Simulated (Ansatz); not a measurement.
**F on Ru(0001): change of the work function**

Wanted: Δφ(θ) for F/Ru(0001), starting from the fcc site.

Program: Ansatz 0.2.0. Level of theory: plane-wave DFT, PBE, Ansatz PAW. Results are calculated unless marked as measured.

**1. The structure**

The cell holds 4 atoms: 4 Ru. Its edges and angles: a = 2.700 Å, b = 2.700 Å, c = 24.415 Å, α = 90.0°, β = 90.0°, γ = 60.0°. Vacuum lies along c.

**2. The clean slab**

The bare slab comes first, as the zero from which every change is counted. The two lowest layers are held at bulk places and the upper ones relax. The dipole correction removes the false field that a one-sided slab makes across the periodic vacuum, so each face gets a flat vacuum level of its own.

File input.yaml:

```yaml
crystal:
  lattice:
    - [2.7, 0.0, 0.0]
    - [1.35, 2.3382685902, 0.0]
    - [0.0, 0.0, 24.4152]
  atoms:
    - { symbol: Ru, position: [0.6666666667, 0.6666666667, 0.3686228251] }
    - { symbol: Ru, position: [0.0, 0.0, 0.4562076084] }
    - { symbol: Ru, position: [0.6666666667, 0.6666666667, 0.5437923916] }
    - { symbol: Ru, position: [0.0, 0.0, 0.6313771749] }
kpoints:
  mp_grid: { grid: [12, 12, 1] }
hamiltonian:
  xc: pbe
scf:
  occupations: { method: fermi_dirac, width: 0.1 }
  convergence: { dr2_threshold: 1.0e-08 }
efield:
  axis: 3
  dipole_correction: true
  ramp_position: 0.97
  ramp_width: 0.06
relax:
  f_tol: 0.02
  max_steps: 60
  constraints: [{ sites: [0, 1] }]
output:
  write_potential: true
  write_density: true
  volumetric_format: npy
```

Run with:

```
ansatz run input.yaml --threads 4 --pin off --max-ram 6144MiB --backend cpu --events-out ev --progress --plain --runs-dir out
```

Numbers of over 12 decimals in the logs are rounded to 6 here.

The program printed:

```text
Engine: ansatz 0.2.0, x86_64-unknown-linux-gnu
Pseudopotentials: kind: paw
Pseudopotential: Ru, paw, valence charge 16, recommended cutoff 420 eV (normal), Ru.paw.azcp
Functional definition: PBE
  parameter kappa = 0.804
  parameter beta = 0.066725
  exchange = pbe_x(kappa = kappa, mu = beta*pi^2/3)
  correlation = pbe_c(beta = beta)
Crystal: 4 atoms, lattice volume = 154.141 Å³
Basis set: ecut = 420 eV, 3063 PW (Γ), exchange–correlation on 40×40×360 points (8 copies of the dense FFT grid, shifted against one another)
Bands: 39, of which v1, the nominal top of the filled ones, is band 32 counted from 1 (31 counted from 0)
Symmetry: 6 space group operations
k-points: 19 of 144 (time reversal used)
Non-local potential: Ru, projectors of the file, l = 0: 3, l = 1: 2, l = 2: 2, l = 3: 1
PAW form: soft (Blöchl's): semilocal exchange-correlation on the pseudo side does not see the compensation charge
PAW one-centre angular grid: Ru, 590 points (default); XC on 64 Gauss nodes
Initial density: superposition of atomic densities (neutral atoms: chi_scale 0, normalization atom), corrected by the library's trained network
Initial wavefunctions: pseudopotential atomic-orbital guess
Functional: x = pbe(κ = 0.804, μ = 0.219515), c = pbe(β = 0.066725)
SCF iter   1: F=—  HF=-23512.726011 eV  |F-HF|=—  |Δ(HF+E_count)|=         —  Δρ=8.02e-3  dr2=4.20e-1  ethr=1.77e-3  p=0.000 e·Å  D=2.58e-13 V/Å  ΔV_dip=-0.00 eV  dr2_dipole=4.17e-8  V_vac-E_F(+/−)=4.75/4.75 eV  ⟨swp⟩=7.4  Hψ=3258  notcnv=0
efield: sawtooth ramp at fractional position 0.9700 (set: `efield.ramp_position`, or a place that a band, a saddle search or an elastic batch's reference lends), width 0.0600; the density the first Hamiltonian is built on has a dipole p = 0.000 e·Å; the dipole correction subtracts the counter field D = 2.58e-13 V/Å, which shifts the + side's vacuum level by -0.00 eV against the − side's; the planar-averaged density in the ramp window peaks in size at 5.1e-6 e/Å³
preconditioner: auto → LDOS  [metal: Δε(μ)=0.040 eV  Ē_g=4.722 eV  σ=0.100 eV  W_gap=0.10  n_scr=18 (ndim 8)  ℏωp=16.9 eV  f_vac=0.584  D(μ)=4.50/eV (n_scr^D=16)  β→1.0]
SCF iter   2: F=—  HF=-23512.720746 eV  |F-HF|=—  |Δ(HF+E_count)|=   5.27e-3  Δρ=3.31e-3  dr2=3.80e-2  ethr=6.57e-4  p=-0.000 e·Å  D=-1.91e-5 V/Å  ΔV_dip=0.00 eV  dr2_dipole=4.73e-7  V_vac-E_F(+/−)=5.00/5.00 eV  ⟨swp⟩=1.5  Hψ=919  notcnv=0
SCF iter   3: F=—  HF=-23512.717886 eV  |F-HF|=—  |Δ(HF+E_count)|=   2.86e-3  Δρ=6.79e-4  dr2=8.55e-4  ethr=5.94e-5  p=-0.000 e·Å  D=-7.46e-6 V/Å  ΔV_dip=0.00 eV  dr2_dipole=3.13e-7  V_vac-E_F(+/−)=5.05/5.05 eV  ⟨swp⟩=2.0  Hψ=932  notcnv=0
SCF iter   4: F=—  HF=-23512.717815 eV  |F-HF|=—  |Δ(HF+E_count)|=   7.10e-5  Δρ=1.58e-4  dr2=1.09e-4  ethr=1.34e-6  p=-0.000 e·Å  D=-6.72e-6 V/Å  ΔV_dip=0.00 eV  dr2_dipole=3.71e-8  V_vac-E_F(+/−)=5.07/5.07 eV  ⟨swp⟩=2.1  Hψ=1171  notcnv=0
SCF iter   5: F=—  HF=-23512.717808 eV  |F-HF|=—  |Δ(HF+E_count)|=   7.47e-6  Δρ=5.25e-5  dr2=8.28e-6  ethr=1.71e-7  p=0.000 e·Å  D=1.08e-6 V/Å  ΔV_dip=-0.00 eV  dr2_dipole=6.50e-10  V_vac-E_F(+/−)=5.08/5.08 eV  ⟨swp⟩=2.2  Hψ=1114  notcnv=0
SCF iter   6: F=—  HF=-23512.717808 eV  |F-HF|=—  |Δ(HF+E_count)|=   3.01e-7  Δρ=2.85e-5  dr2=1.76e-6  ethr=1.29e-8  p=-0.000 e·Å  D=-2.98e-6 V/Å  ΔV_dip=0.00 eV  dr2_dipole=7.31e-12  V_vac-E_F(+/−)=5.09/5.09 eV  ⟨swp⟩=3.0  Hψ=1434  notcnv=0
SCF iter   7: F=—  HF=-23512.717807 eV  |F-HF|=—  |Δ(HF+E_count)|=   1.27e-7  Δρ=8.99e-6  dr2=2.28e-7  ethr=2.75e-9  p=0.000 e·Å  D=5.65e-8 V/Å  ΔV_dip=-0.00 eV  dr2_dipole=5.18e-11  V_vac-E_F(+/−)=5.09/5.09 eV  ⟨swp⟩=2.5  Hψ=1219  notcnv=0
SCF iter   8: F=—  HF=-23512.717808 eV  |F-HF|=—  |Δ(HF+E_count)|=   1.93e-7  Δρ=3.54e-6  dr2=2.81e-8  ethr=3.56e-10  p=-0.000 e·Å  D=-1.06e-7 V/Å  ΔV_dip=0.00 eV  dr2_dipole=2.81e-14  V_vac-E_F(+/−)=5.09/5.09 eV  ⟨swp⟩=2.8  Hψ=1346  notcnv=0
SCF iter   9: F=-23512.717808 eV  HF=-23512.717808 eV  |F-HF|=1.72e-9  |Δ(HF+E_count)|=   2.23e-8  Δρ=1.12e-6  dr2=1.93e-9  ethr=1.56e-11  p=-0.000 e·Å  D=-1.46e-7 V/Å  ΔV_dip=0.00 eV  dr2_dipole=2.35e-13  V_vac-E_F(+/−)=5.09/5.09 eV  ⟨swp⟩=10.6  Hψ=5528  notcnv=0
SCF 1 converged in 9 iterations: F = -23512.717808 eV  dr2 = 1.93e-9
  greatest PAW one-centre occupation: 0.998 electrons in one spin orbital (limit 2), on the Ru atom at site 3 (counted from 0), in its partial waves of l = 0
relax step   1: F+E_penalty+E_count = -23512.71780769 eV  Δ(F+E_penalty+E_count) = +0.000e0 eV  max|allowed force component| = 5.365e-1 eV/Å  Δτ_max = 0.0000 Å  (9 SCF iters, accepted)
Initial density: handed on by an earlier stage of this run
Initial wavefunctions: those handed on with the density
iter 1 solved again at ethr=2.79e-4 eV; its pass at ethr=3.10e-3 eV (dr2=1.79e-1 eV) is discarded
SCF iter   1: F=—  HF=-23512.732683 eV  |F-HF|=—  |Δ(HF+E_count)|=         —  Δρ=4.18e-3  dr2=1.61e-1  ethr=2.79e-4  p=-0.000 e·Å  D=-3.66e-8 V/Å  ΔV_dip=0.00 eV  dr2_dipole=5.05e-2  V_vac-E_F(+/−)=5.08/5.08 eV  ⟨swp⟩=1.4  Hψ=2246  notcnv=0
efield: sawtooth ramp at fractional position 0.9700 (set: `efield.ramp_position`, or a place that a band, a saddle search or an elastic batch's reference lends), width 0.0600; the density the first Hamiltonian is built on has a dipole p = -0.000 e·Å; the dipole correction subtracts the counter field D = -3.66e-8 V/Å, which shifts the + side's vacuum level by +0.00 eV against the − side's; the planar-averaged density in the ramp window peaks in size at 1.2e-6 e/Å³
preconditioner: auto → LDOS  [metal: Δε(μ)=0.011 eV  Ē_g=4.777 eV  σ=0.100 eV  W_gap=0.03  n_scr=18 (ndim 8)  ℏωp=16.9 eV  f_vac=0.589  D(μ)=4.80/eV (n_scr^D=18)  β→1.0]
SCF iter   2: F=—  HF=-23512.729636 eV  |F-HF|=—  |Δ(HF+E_count)|=   3.05e-3  Δρ=1.47e-3  dr2=8.73e-3  ethr=2.51e-4  p=0.001 e·Å  D=1.54e-3 V/Å  ΔV_dip=-0.04 eV  dr2_dipole=1.08e-3  V_vac-E_F(+/−)=5.04/5.07 eV  ⟨swp⟩=1.8  Hψ=865  notcnv=0
SCF iter   3: F=—  HF=-23512.729689 eV  |F-HF|=—  |Δ(HF+E_count)|=   5.33e-5  Δρ=1.46e-3  dr2=8.06e-3  ethr=1.36e-5  p=0.002 e·Å  D=1.78e-3 V/Å  ΔV_dip=-0.04 eV  dr2_dipole=1.74e-4  V_vac-E_F(+/−)=5.04/5.08 eV  ⟨swp⟩=2.9  Hψ=1565  notcnv=0
SCF iter   4: F=—  HF=-23512.727756 eV  |F-HF|=—  |Δ(HF+E_count)|=   1.93e-3  Δρ=1.69e-4  dr2=7.46e-5  ethr=1.26e-5  p=0.001 e·Å  D=1.75e-3 V/Å  ΔV_dip=-0.04 eV  dr2_dipole=2.30e-6  V_vac-E_F(+/−)=5.03/5.07 eV  ⟨swp⟩=2.4  Hψ=1137  notcnv=0
SCF iter   5: F=—  HF=-23512.727755 eV  |F-HF|=—  |Δ(HF+E_count)|=   6.26e-7  Δρ=6.38e-5  dr2=1.06e-5  ethr=1.17e-7  p=0.001 e·Å  D=1.73e-3 V/Å  ΔV_dip=-0.04 eV  dr2_dipole=2.01e-7  V_vac-E_F(+/−)=5.03/5.07 eV  ⟨swp⟩=3.2  Hψ=1576  notcnv=0
SCF iter   6: F=—  HF=-23512.727761 eV  |F-HF|=—  |Δ(HF+E_count)|=   5.62e-6  Δρ=2.64e-5  dr2=1.29e-6  ethr=1.66e-8  p=0.001 e·Å  D=1.75e-3 V/Å  ΔV_dip=-0.04 eV  dr2_dipole=6.08e-9  V_vac-E_F(+/−)=5.03/5.07 eV  ⟨swp⟩=2.3  Hψ=1094  notcnv=0
SCF iter   7: F=—  HF=-23512.727764 eV  |F-HF|=—  |Δ(HF+E_count)|=   3.02e-6  Δρ=6.73e-6  dr2=1.29e-7  ethr=2.01e-9  p=0.002 e·Å  D=1.77e-3 V/Å  ΔV_dip=-0.04 eV  dr2_dipole=1.81e-8  V_vac-E_F(+/−)=5.03/5.07 eV  ⟨swp⟩=3.2  Hψ=1452  notcnv=0
SCF iter   8: F=—  HF=-23512.727764 eV  |F-HF|=—  |Δ(HF+E_count)|=   1.54e-7  Δρ=2.57e-6  dr2=1.72e-8  ethr=2.01e-10  p=0.002 e·Å  D=1.76e-3 V/Å  ΔV_dip=-0.04 eV  dr2_dipole=4.95e-11  V_vac-E_F(+/−)=5.03/5.07 eV  ⟨swp⟩=2.6  Hψ=1285  notcnv=0
SCF iter   9: F=-23512.727764 eV  HF=-23512.727764 eV  |F-HF|=1.11e-8  |Δ(HF+E_count)|=   8.53e-8  Δρ=8.42e-7  dr2=1.46e-9  ethr=1.56e-11  p=0.002 e·Å  D=1.77e-3 V/Å  ΔV_dip=-0.04 eV  dr2_dipole=8.89e-11  V_vac-E_F(+/−)=5.03/5.07 eV  ⟨swp⟩=10.8  Hψ=5453  notcnv=0
SCF 2 converged in 9 iterations: F = -23512.727764 eV  dr2 = 1.46e-9
relax step   2: F+E_penalty+E_count = -23512.72776401 eV  Δ(F+E_penalty+E_count) = -9.956e-3 eV  max|allowed force component| = 2.640e-1 eV/Å  Δτ_max = 0.0631 Å  (9 SCF iters, accepted)
SCF iter   1: F=—  HF=-23512.732130 eV  |F-HF|=—  |Δ(HF+E_count)|=         —  Δρ=2.15e-3  dr2=4.13e-2  ethr=5.39e-4  p=0.002 e·Å  D=1.77e-3 V/Å  ΔV_dip=-0.04 eV  dr2_dipole=1.13e-2  V_vac-E_F(+/−)=5.03/5.08 eV  ⟨swp⟩=2.5  Hψ=1222  notcnv=0
efield: sawtooth ramp at fractional position 0.9700 (set: `efield.ramp_position`, or a place that a band, a saddle search or an elastic batch's reference lends), width 0.0600; the density the first Hamiltonian is built on has a dipole p = 0.002 e·Å; the dipole correction subtracts the counter field D = 1.77e-3 V/Å, which shifts the + side's vacuum level by -0.04 eV against the − side's; the planar-averaged density in the ramp window peaks in size at 1.5e-6 e/Å³
preconditioner: auto → LDOS  [metal: Δε(μ)=0.014 eV  Ē_g=4.748 eV  σ=0.100 eV  W_gap=0.03  n_scr=18 (ndim 8)  ℏωp=16.9 eV  f_vac=0.586  D(μ)=4.73/eV (n_scr^D=18)  β→1.0]
SCF iter   2: F=—  HF=-23512.731430 eV  |F-HF|=—  |Δ(HF+E_count)|=   6.99e-4  Δρ=7.28e-4  dr2=2.45e-3  ethr=6.45e-5  p=0.001 e·Å  D=1.56e-3 V/Å  ΔV_dip=-0.04 eV  dr2_dipole=5.81e-4  V_vac-E_F(+/−)=5.04/5.08 eV  ⟨swp⟩=1.3  Hψ=911  notcnv=0
SCF iter   3: F=—  HF=-23512.731344 eV  |F-HF|=—  |Δ(HF+E_count)|=   8.59e-5  Δρ=6.75e-4  dr2=1.60e-3  ethr=3.83e-6  p=0.001 e·Å  D=1.09e-3 V/Å  ΔV_dip=-0.03 eV  dr2_dipole=1.21e-4  V_vac-E_F(+/−)=5.05/5.07 eV  ⟨swp⟩=3.1  Hψ=1548  notcnv=0
SCF iter   4: F=—  HF=-23512.731022 eV  |F-HF|=—  |Δ(HF+E_count)|=   3.22e-4  Δρ=9.48e-5  dr2=2.67e-5  ethr=2.50e-6  p=0.001 e·Å  D=1.20e-3 V/Å  ΔV_dip=-0.03 eV  dr2_dipole=7.93e-8  V_vac-E_F(+/−)=5.05/5.07 eV  ⟨swp⟩=2.0  Hψ=1076  notcnv=0
SCF iter   5: F=—  HF=-23512.731024 eV  |F-HF|=—  |Δ(HF+E_count)|=   1.77e-6  Δρ=2.91e-5  dr2=1.95e-6  ethr=4.16e-8  p=0.001 e·Å  D=1.21e-3 V/Å  ΔV_dip=-0.03 eV  dr2_dipole=2.54e-7  V_vac-E_F(+/−)=5.04/5.07 eV  ⟨swp⟩=3.1  Hψ=1467  notcnv=0
SCF iter   6: F=—  HF=-23512.731025 eV  |F-HF|=—  |Δ(HF+E_count)|=   1.14e-6  Δρ=1.06e-5  dr2=2.21e-7  ethr=3.05e-9  p=0.001 e·Å  D=1.21e-3 V/Å  ΔV_dip=-0.03 eV  dr2_dipole=2.06e-9  V_vac-E_F(+/−)=5.05/5.07 eV  ⟨swp⟩=2.2  Hψ=1109  notcnv=0
SCF iter   7: F=—  HF=-23512.731026 eV  |F-HF|=—  |Δ(HF+E_count)|=   3.04e-7  Δρ=3.59e-6  dr2=4.52e-8  ethr=3.45e-10  p=0.001 e·Å  D=1.20e-3 V/Å  ΔV_dip=-0.03 eV  dr2_dipole=5.36e-9  V_vac-E_F(+/−)=5.05/5.07 eV  ⟨swp⟩=2.9  Hψ=1352  notcnv=0
SCF iter   8: F=-23512.731026 eV  HF=-23512.731026 eV  |F-HF|=2.11e-8  |Δ(HF+E_count)|=   4.05e-8  Δρ=1.12e-6  dr2=4.98e-9  ethr=1.56e-11  p=0.001 e·Å  D=1.20e-3 V/Å  ΔV_dip=-0.03 eV  dr2_dipole=1.52e-10  V_vac-E_F(+/−)=5.05/5.08 eV  ⟨swp⟩=10.8  Hψ=5677  notcnv=0
SCF 3 converged in 8 iterations: F = -23512.731026 eV  dr2 = 4.98e-9
relax step   3: F+E_penalty+E_count = -23512.73102571 eV  Δ(F+E_penalty+E_count) = -3.262e-3 eV  max|allowed force component| = 1.726e-2 eV/Å  Δτ_max = 0.0292 Å  (8 SCF iters, accepted)
NSCF: frozen V_eff on 19 k-points
the band table was solved once a step of the walk had ended and its energy, with any forces and stress, was formed, with the checks that follow a solve (3205 applications of the Hamiltonian). They found nothing against the state; the energy, forces and stress were not computed again (output.eigenvalues in the input reference)
WARN: The input density's exchange-correlation potential varies sharply where the density is thin. Do not read a vacuum level from v_tot or v_xc, or from such a field of the output density. On a cell that repeats whose density bears no net charge and no dipole along the vacuum's axis use v_es (v_loc + v_h of the components); under efield.dipole_correction with no amplitude use v_es + v_field, which holds any external [...]
SCF converged after 8 iterations
Free energy (F): -23512.731026 eV
Harris-Foulkes:  -23512.731026 eV  (|F-HF|=2.11e-8)
Internal energy: -23512.573717 eV  (E = F + TS)
E sigma→0 (E₀):  -23512.652371 eV
Entropy (-TS):   -0.157309 eV (-39.327 meV/atom)
Fermi energy:    5.070093 eV
Dipole field:    D = 0.001219 V/Å  (p = 0.001038 e·Å, saw-weighted, corrected)
Work function:   Φ+ = 5.0457 eV   Φ− = 5.0754 eV
Levels:          The Fermi level and band energies are counted from a zero that moves with the ramp; work functions are not
--- Per-component energies (eV) ---
  E_band       = -1382.396253
  E_kinetic    = 2053.424204
  E_local      = -108450.119532  (includes V_loc(G=0)·N_el)
  E_nonlocal   = 1374.134434
  E_hartree    = 52740.331188
  E_xc         = -759.224491
  E_vxc        = -952.769082  (∫ρ·V_xc dr)
  E_paw        = -13843.557208  (= ΣΔE_a)
  E_vpaw       = -887.740781  (= ΣTr[D̂ρ^β])
  E_aug_tail   = -0.000773  (compensation charges beyond the density's cutoff)
  E_efield     = 0.000001  (sawtooth field / dipole correction)
  E_vefield    = 0.000284  (∫n·V_field dr)
  E_ewald      = 43372.438460
  E_smearing   = -0.157309  (= −TS)
  E_closure    = -0.000000  (closes the sum)
  Σ components = -23512.731026   (vs F -23512.731026, Δ=0.00e0)
--- Forces (eV/Å), atoms counted from 1 ---
  atom   1  Ru     0.00000000     0.00000000     0.47191094
  atom   2  Ru    -0.00000000     0.00000000    -0.45864799
  atom   3  Ru    -0.00000000    -0.00000000    -0.01725959
  atom   4  Ru    -0.00000000    -0.00000000     0.00398361
  max |Σ_I F_I| component: 1.30e-5 eV/Å
--- Band table (eV; the first three rows and the last of 19) ---
  k-point 0: bands = [... 28 lower, 3.1032, 3.1032, 3.3035, 4.2564, 4.2564, 5.1708, 5.2356, 5.2356, ... 3 higher]
  k-point 1: bands = [... 28 lower, 3.1352, 3.2707, 3.3655, 4.0857, 4.2001, 4.6895, 4.9614, 5.1771, ... 3 higher]
  k-point 2: bands = [... 28 lower, 3.2004, 3.4733, 3.6256, 3.7607, 4.0789, 4.3168, 4.8058, 5.0858, ... 3 higher]
  k-point 18: bands = [... 28 lower, 3.0217, 3.8651, 4.4540, 5.7029, 5.7380, 5.7613, 6.1990, 6.2368, ... 3 higher]
--- Relaxed structure (3 steps of the walk, 3 accepted, 0 SCFs on fresh bases) ---
  F+E_penalty+E_count = -23512.73102571 eV   max|allowed force component| = 1.726e-2 eV/Å
  atoms:
    - { symbol: Ru, position: [0.666667, 0.666667, 0.3686228251] }
    - { symbol: Ru, position: [0.0, 0.0, 0.456208] }
    - { symbol: Ru, position: [0.666667, 0.666667, 0.544587] }
    - { symbol: Ru, position: [-1.3936483305723032e-18, 0, 0.629989] }
```

Elapsed: 5.2 s, on 4 threads of Intel Xeon Platinum 8488C (Sapphire Rapids), shared host; peak memory 0.61 GiB.

The steps of the relaxation:

```csv
step,energy less that of the first step (eV),largest force component (eV/Å)
1,0.0000,0.5365
2,-0.0100,0.2640
3,-0.0132,0.0173
```

Forces are held to the 6 operations that the run works with; a distortion that breaks them can't arise in this run.

The atoms that moved most (Å):

```csv
atom,dx,dy,dz,length
Ru4,0.000,0.000,-0.034,0.034
Ru3,0.000,0.000,0.019,0.019
```

Numbers from this step:

```
energy at zero smearing        : -23512.6524 eV
work function, upper face      : 5.046 eV
work function, lower face      : 5.075 eV
dipole along the normal        : 0.001038 e·Å
step between the vacuum levels : -0.02976 eV
```

Running mean over 2.138 Å of the planar mean; the ramp of the sawtooth is left out. Electron's electrostatic potential energy less the Fermi level against z:

z (Å), electron's electrostatic potential energy less the Fermi level (eV) and a bar from the least value:
```
      3.0        5.1 ##############################
      3.5        5.1 ##############################
      4.0        5.1 ##############################
      4.5        5.1 ##############################
      5.0        5.1 ##############################
      5.5        5.0 ##############################
      6.0        5.0 ##############################
      6.5        4.8 ##############################
      7.0        3.9 ############################
      7.5        0.7 ########################
      8.0       -6.3 #############
      8.5      -12.3 #####
      9.0      -14.2 ##
      9.5      -14.5 #
     10.0      -14.6 #
     10.5      -14.7 #
     11.0      -14.8 #
     11.5      -14.8 #
     12.0      -14.6 #
     12.5      -14.7 #
     13.0      -14.9 #
     13.5      -15.0 #
     14.0      -15.4 
     14.5      -15.4 
     15.0      -14.8 #
     15.5      -14.1 ##
     16.0      -11.4 ######
     16.5       -4.5 ################
     17.0        1.8 #########################
     17.5        4.2 #############################
     18.0        4.8 ##############################
     18.5        5.0 ##############################
     19.0        5.0 ##############################
     19.5        5.0 ##############################
     20.0        5.0 ##############################
     20.5        5.0 ##############################
     21.0        5.0 ##############################
```

The relaxation took 3 steps and lowered the energy by 0.013 eV; the largest force on the free atoms ends at 0.017 eV/Å.

The work function of the upper face is 5.05 eV.

(Part 1 of 3 ends here.)

[Logs are printed without paths, hosts, clocks, repeated set-up lines and the standing remarks that a program may print on its own settings, such as how far it seeks lower states.]

[Hosts, paths, dates, database ids (printed as entryN), source tags and the programs' standing remarks are cut or masked in the printed files.]

[Maps of the electrostatic potential energy from Ansatz leave out the sawtooth potential of an applied field or a dipole correction, so their vacuum need not be flat; planar profiles and work functions include it.]
